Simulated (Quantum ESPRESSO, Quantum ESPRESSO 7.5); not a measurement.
## C, zinc blende or diamond type, strained in the (001) plane, stepped through biaxial strain in the plane

Aim: how the results for C, zinc blende or diamond type, strained in the (001) plane change with biaxial strain in the plane.

Method: plane-wave DFT, PBE, GBRV ultrasoft pseudopotentials, in Quantum ESPRESSO 7.5.

## (1) Set-up

It takes space group Fd-3m (No. 227, cubic). The conventional cell has a = 3.570 Å, b = 3.570 Å, c = 3.570 Å, α = 90.00°, β = 90.00°, γ = 90.00°. Nearest to C lie 4 C at 1.55 Å.

Set-up: The cubic cell is relaxed first; each member is held at its strain in the plane while the axis along [001] relaxes. pwcond (ikind = 0) gives the complex bands along [001] at three points across. Fixed occupations.

Members -2, -1, 0, 1 and 2 took the same steps and show in the table alone.

## (2) Relaxing cell and ions of the reference

The bulk crystal is relaxed in cell and atoms; the members are built on its lattice constants.

The input, ref.vc.in:

```
&control
  prefix = 'ref.vc'
  outdir = './out'
  pseudo_dir = './pseudo'
  nstep = 40
  forc_conv_thr = 0.001
  calculation = 'vc-relax'
/
&system
  ibrav = 0
  nat = 4
  ntyp = 1
  ecutwfc = 50
  ecutrho = 250
  occupations = 'fixed'
/
&electrons
  conv_thr = 1e-10
  mixing_beta = 0.6
  electron_maxstep = 120
/
&ions
/
&cell
  press_conv_thr = 0.2
/
ATOMIC_SPECIES
  C   12.0110  c_pbe_v1.2.uspp.F.UPF
CELL_PARAMETERS angstrom
  2.52437120883597 0.00000000000000 0.00000000000000
  0.00000000000000 2.52437120883597 0.00000000000000
  0.00000000000000 0.00000000000000 3.57000000000000
ATOMIC_POSITIONS crystal
  C   0.000000000000 0.000000000000 0.000000000000
  C   0.500000000000 0.000000000000 0.250000000000
  C   0.500000000000 0.500000000000 0.500000000000
  C   0.000000000000 0.500000000000 0.750000000000
K_POINTS automatic
  10 10 8 0 0 0
```

The run is started by

```sh
$ OMP_NUM_THREADS=1 mpirun -n 4 pw.x -nk 4 -in ref.vc.in > ref.vc.out
```

The log of the run:

```text
Program PWSCF v.7.5 starts
[citation notice left out]

     Parallel version (MPI & OpenMP), running on       4 processor cores
     Number of MPI processes:                 4
     Threads/MPI process:                     1

     MPI processes distributed on     1 nodes
[...]
Current dimensions of program PWSCF are:
     Max number of different atomic species (ntypx) = 10
     Max number of k-points (npk) =  40000
     Max angular momentum in pseudopotentials (lmaxx) =  4
     Found identity + ( -0.5000 -0.5000 -0.5000) symmetry
     This is a supercell, fractional translations are disabled
     Message from routine setup:
     using ibrav=0 with symmetry is DISCOURAGED, use correct ibrav instead

     K-points division:     npool     =       4
     Subspace diagonalization in iterative solution of the eigenvalue problem:
     a serial algorithm will be used

     G-vector sticks info
     --------------------
     sticks:   dense  smooth     PW     G-vecs:    dense   smooth      PW
     Sum         441     357    121                10169     7387    1393

     Using Slab Decomposition

     bravais-lattice index     =            0
     lattice parameter (alat)  =       4.7704  a.u.
     unit-cell volume          =     153.5222 (a.u.)^3
     number of atoms/cell      =            4
     number of atomic types    =            1
     number of electrons       =        16.00
     number of Kohn-Sham states=            8
     kinetic-energy cutoff     =      50.0000  Ry
     charge density cutoff     =     250.0000  Ry
     scf convergence threshold =      1.0E-10
     mixing beta               =       0.6000
     number of iterations used =            8  plain     mixing
     energy convergence thresh.=      1.0E-04
     force convergence thresh. =      1.0E-03
     press convergence thresh. =      2.0E-01
     Exchange-correlation= SLA  PW   PBE  PBE
                           (   1   4   3   4   0   0   0)
     nstep                     =           40

     celldm(1)=   4.770370  celldm(2)=   0.000000  celldm(3)=   0.000000
     celldm(4)=   0.000000  celldm(5)=   0.000000  celldm(6)=   0.000000

     crystal axes: (cart. coord. in units of alat)
               a(1) = (   1.000000   0.000000   0.000000 )
               a(2) = (   0.000000   1.000000   0.000000 )
               a(3) = (   0.000000   0.000000   1.414214 )

     reciprocal axes: (cart. coord. in units 2 pi/alat)
               b(1) = (  1.000000  0.000000  0.000000 )
               b(2) = (  0.000000  1.000000  0.000000 )
               b(3) = (  0.000000  0.000000  0.707107 )

     PseudoPot. # 1 for C  read from file:
     ./pseudo/c_pbe_v1.2.uspp.F.UPF
     Pseudo is Ultrasoft + core correction, Zval =  4.0
     Generated by new atomic code, or converted to UPF format
     Using radial grid of  721 points,  4 beta functions with:
                l(1) =   0
                l(2) =   0
                l(3) =   1
                l(4) =   1
     Q(r) pseudized with  8 coefficients,  rinner =    1.100   1.100   1.100

     atomic species   valence    mass     pseudopotential
     C                 4.00    12.01100     C ( 1.00)

      8 Sym. Ops. (no inversion) found

   Cartesian axes

     site n.     atom                  positions (alat units)
         1        C      tau(   1) = (   0.0000000   0.0000000   0.0000000  )
         2        C      tau(   2) = (   0.5000000   0.0000000   0.3535534  )
         3        C      tau(   3) = (   0.5000000   0.5000000   0.7071068  )
         4        C      tau(   4) = (   0.0000000   0.5000000   1.0606602  )

     number of k points=   105

     Number of k-points >= 100: set verbosity='high' to print them.

     Dense  grid:    10169 G-vectors     FFT dimensions: (  25,  25,  36)

     Smooth grid:     7387 G-vectors     FFT dimensions: (  24,  24,  32)

     Estimated max dynamical RAM per process >      12.20 MB

     Estimated total dynamical RAM >      41.34 MB

     Initial potential from superposition of free atoms

     starting charge      15.9998, renormalised to      16.0000
     Starting wfcs are   16 randomized atomic wfcs

     total cpu time spent up to now is        1.1 secs

     per-process dynamical memory:    13.8 Mb

     Self-consistent Calculation

     iteration #  1     ecut=    50.00 Ry     beta= 0.60
     Davidson diagonalization with overlap
     ethr =  1.00E-02,  avg # of iterations =  2.0

     total cpu time spent up to now is        1.5 secs

     total energy              =     -45.91653138 Ry
     estimated scf accuracy    <       0.22670072 Ry

     iteration #  2     ecut=    50.00 Ry     beta= 0.60
[...]
total energy              =     -45.92157140 Ry
     estimated scf accuracy    <       0.01700003 Ry

     iteration #  3     ecut=    50.00 Ry     beta= 0.60
[...]
total energy              =     -45.92351685 Ry
     estimated scf accuracy    <       0.00017001 Ry

     iteration #  4     ecut=    50.00 Ry     beta= 0.60
[...]
total energy              =     -45.92359105 Ry
     estimated scf accuracy    <       0.00000373 Ry

     iteration #  5     ecut=    50.00 Ry     beta= 0.60
[...]
total energy              =     -45.92359416 Ry
     estimated scf accuracy    <       0.00000014 Ry

     iteration #  6     ecut=    50.00 Ry     beta= 0.60
[...]
total energy              =     -45.92359422 Ry
     estimated scf accuracy    <       0.00000001 Ry

     iteration #  7     ecut=    50.00 Ry     beta= 0.60
[...]
total energy              =     -45.92359422 Ry
     estimated scf accuracy    <          1.2E-10 Ry

     iteration #  8     ecut=    50.00 Ry     beta= 0.60
[...]
End of self-consistent calculation

     Number of k-points >= 100: set verbosity='high' to print the bands.

     highest occupied level (ev):    13.2957

!    total energy              =     -45.92359422 Ry
     estimated scf accuracy    <          3.3E-11 Ry

     The total energy is the sum of the following terms:
     one-electron contribution =      16.04176545 Ry
     hartree contribution      =       3.87195226 Ry
     xc contribution           =     -14.73464277 Ry
     ewald contribution        =     -51.10266917 Ry

     convergence has been achieved in   8 iterations

     Forces acting on atoms (cartesian axes, Ry/au):

[...]
highest occupied level (ev):    13.2725

!    total energy              =     -45.92359800 Ry
     estimated scf accuracy    <          1.4E-11 Ry

     The total energy is the sum of the following terms:
     one-electron contribution =      16.01288740 Ry
     hartree contribution      =       3.87460076 Ry
     xc contribution           =     -14.73039850 Ry
     ewald contribution        =     -51.08068765 Ry

     convergence has been achieved in   4 iterations

     Forces acting on atoms (cartesian axes, Ry/au):

     atom    1 type  1   force =     0.00000000    0.00000000    0.00000000
     atom    2 type  1   force =     0.00000000    0.00000000    0.00000006
     atom    3 type  1   force =     0.00000000    0.00000000    0.00000000
     atom    4 type  1   force =     0.00000000    0.00000000   -0.00000006

     Total force =     0.000000     Total SCF correction =     0.000000

     Computing stress (Cartesian axis) and pressure

          total   stress  (Ry/bohr**3)                   (kbar)     P=       -0.00
   0.00000000  -0.00000000   0.00000000            0.00       -0.00        0.00
  -0.00000000   0.00000000   0.00000000           -0.00        0.00        0.00
   0.00000000   0.00000000  -0.00000007            0.00        0.00       -0.01

     Energy error            =      3.8E-06 Ry
     Gradient error          =      6.1E-08 Ry/Bohr
     Cell gradient error     =      1.1E-02 kbar

     bfgs converged in   3 scf cycles and   1 bfgs steps
     (criteria: energy <  1.0E-04 Ry, force <  1.0E-03 Ry/Bohr, cell <  2.0E-01 kbar)

     End of BFGS Geometry Optimization

     Final enthalpy           =     -45.9235979963 Ry

     File ./out/ref.vc.bfgs deleted, as requested
Begin final coordinates
     new unit-cell volume =    153.72050 a.u.^3 (    22.77903 Ang^3 )
     density =      3.50230 g/cm^3

CELL_PARAMETERS (angstrom)
   2.525459951  -0.000000000   0.000000000
  -0.000000000   2.525459951   0.000000000
   0.000000000   0.000000000   3.571529402

ATOMIC_POSITIONS (crystal)
C                0.0000000000        0.0000000000        0.0000000000
C                0.5000000000        0.0000000000        0.2500000119
C                0.5000000000        0.5000000000        0.5000000000
C                0.0000000000        0.5000000000        0.7499999881
End final coordinates

[...]
Final scf calculation at the relaxed structure.
     The G-vectors are recalculated for the final unit cell
     Results may differ from those at the preceding step.

     G-vector sticks info
     --------------------
     sticks:   dense  smooth     PW     G-vecs:    dense   smooth      PW
     Sum         441     357    121                10169     7387    1393

     Using Slab Decomposition

     bravais-lattice index     =            0
     lattice parameter (alat)  =       4.7704  a.u.
     unit-cell volume          =     153.7205 (a.u.)^3
     number of atoms/cell      =            4
     number of atomic types    =            1
     number of electrons       =        16.00
     number of Kohn-Sham states=            8
     kinetic-energy cutoff     =      50.0000  Ry
     charge density cutoff     =     250.0000  Ry
     scf convergence threshold =      1.0E-10
     mixing beta               =       0.6000
     number of iterations used =            8  plain     mixing
     press convergence thresh. =      2.0E-01
     Exchange-correlation= SLA  PW   PBE  PBE
                           (   1   4   3   4   0   0   0)

     celldm(1)=   4.770370  celldm(2)=   0.000000  celldm(3)=   0.000000
     celldm(4)=   0.000000  celldm(5)=   0.000000  celldm(6)=   0.000000

     crystal axes: (cart. coord. in units of alat)
               a(1) = (   1.000431  -0.000000   0.000000 )
               a(2) = (  -0.000000   1.000431   0.000000 )
               a(3) = (   0.000000   0.000000   1.414819 )

     reciprocal axes: (cart. coord. in units 2 pi/alat)
               b(1) = (  0.999569  0.000000 -0.000000 )
               b(2) = (  0.000000  0.999569 -0.000000 )
               b(3) = ( -0.000000 -0.000000  0.706804 )

     PseudoPot. # 1 for C  read from file:
     ./pseudo/c_pbe_v1.2.uspp.F.UPF
     Pseudo is Ultrasoft + core correction, Zval =  4.0
     Generated by new atomic code, or converted to UPF format
     Using radial grid of  721 points,  4 beta functions with:
                l(1) =   0
                l(2) =   0
                l(3) =   1
                l(4) =   1
     Q(r) pseudized with  8 coefficients,  rinner =    1.100   1.100   1.100

     atomic species   valence    mass     pseudopotential
     C                 4.00    12.01100     C ( 1.00)

      8 Sym. Ops. (no inversion) found

   Cartesian axes

     site n.     atom                  positions (alat units)
         1        C      tau(   1) = (   0.0000000   0.0000000   0.0000000  )
         2        C      tau(   2) = (   0.5002156  -0.0000000   0.3537049  )
         3        C      tau(   3) = (   0.5002156   0.5002156   0.7074097  )
         4        C      tau(   4) = (  -0.0000000   0.5002156   1.0611145  )

     number of k points=   105

     Number of k-points >= 100: set verbosity='high' to print them.

     Dense  grid:    10169 G-vectors     FFT dimensions: (  25,  25,  36)

     Smooth grid:     7387 G-vectors     FFT dimensions: (  24,  24,  32)

     Estimated max dynamical RAM per process >      12.28 MB

     Estimated total dynamical RAM >      41.66 MB

     Initial potential from superposition of free atoms

     starting charge      15.9998, renormalised to      16.0000
     Starting wfcs are   16 randomized atomic wfcs

     total cpu time spent up to now is        8.9 secs

     per-process dynamical memory:    13.8 Mb

     Self-consistent Calculation

     iteration #  1     ecut=    50.00 Ry     beta= 0.60
     Davidson diagonalization with overlap
     ethr =  1.00E-06,  avg # of iterations =  6.0

     total cpu time spent up to now is        9.6 secs

     total energy              =     -45.91411833 Ry
     estimated scf accuracy    <       0.23282090 Ry

[...]
iteration #  8     ecut=    50.00 Ry     beta= 0.60
[...]
End of self-consistent calculation

     Number of k-points >= 100: set verbosity='high' to print the bands.

     highest occupied level (ev):    13.2725

!    total energy              =     -45.92359893 Ry
     estimated scf accuracy    <          5.5E-11 Ry

     The total energy is the sum of the following terms:
     one-electron contribution =      16.01288347 Ry
     hartree contribution      =       3.87460602 Ry
     xc contribution           =     -14.73040077 Ry
     ewald contribution        =     -51.08068765 Ry

     convergence has been achieved in   8 iterations

     Forces acting on atoms (cartesian axes, Ry/au):

     atom    1 type  1   force =     0.00000000    0.00000000    0.00000000
     atom    2 type  1   force =     0.00000000    0.00000000    0.00000009
     atom    3 type  1   force =     0.00000000    0.00000000    0.00000000
     atom    4 type  1   force =     0.00000000    0.00000000   -0.00000009

     Total force =     0.000000     Total SCF correction =     0.000000
     SCF correction compared to forces is large: reduce conv_thr to get better values

     Computing stress (Cartesian axis) and pressure

          total   stress  (Ry/bohr**3)                   (kbar)     P=        0.01
   0.00000011   0.00000000   0.00000000            0.02        0.00        0.00
   0.00000000   0.00000011   0.00000000            0.00        0.02        0.00
   0.00000000   0.00000000   0.00000006            0.00        0.00        0.01

[...]
=------------------------------------------------------------------------------=
   JOB DONE.
=------------------------------------------------------------------------------=
```

Run time: 13 s. Hardware: 4 MPI ranks of Intel Xeon Platinum 8259CL at 2.50GHz (Skylake/Cascade Lake), shared host; peak memory 0.23 GiB; 51 s of CPU time.

Little changed from the start: no atom moved by 0.005 Å and no cell edge by 0.1 %.

 The last row is no step: it is a fresh SCF in the final cell with a new plane-wave basis, -0 meV from the row before.

Read from the output:

```
free energy                    : -624.8224 eV
valence top, on the run's zero : 13.27 eV
```

(Part 1 of 6 ends here.)

[Logs are printed without paths, hosts, clocks, repeated set-up lines and the standing remarks that a program may print on its own settings, such as how far it seeks lower states.]

[Hosts, paths, dates, database ids (printed as entryN), source tags and the programs' standing remarks are cut or masked in the printed files.]

[Maps of the electrostatic potential energy from Ansatz leave out the sawtooth potential of an applied field or a dipole correction, so their vacuum need not be flat; planar profiles and work functions include it.]
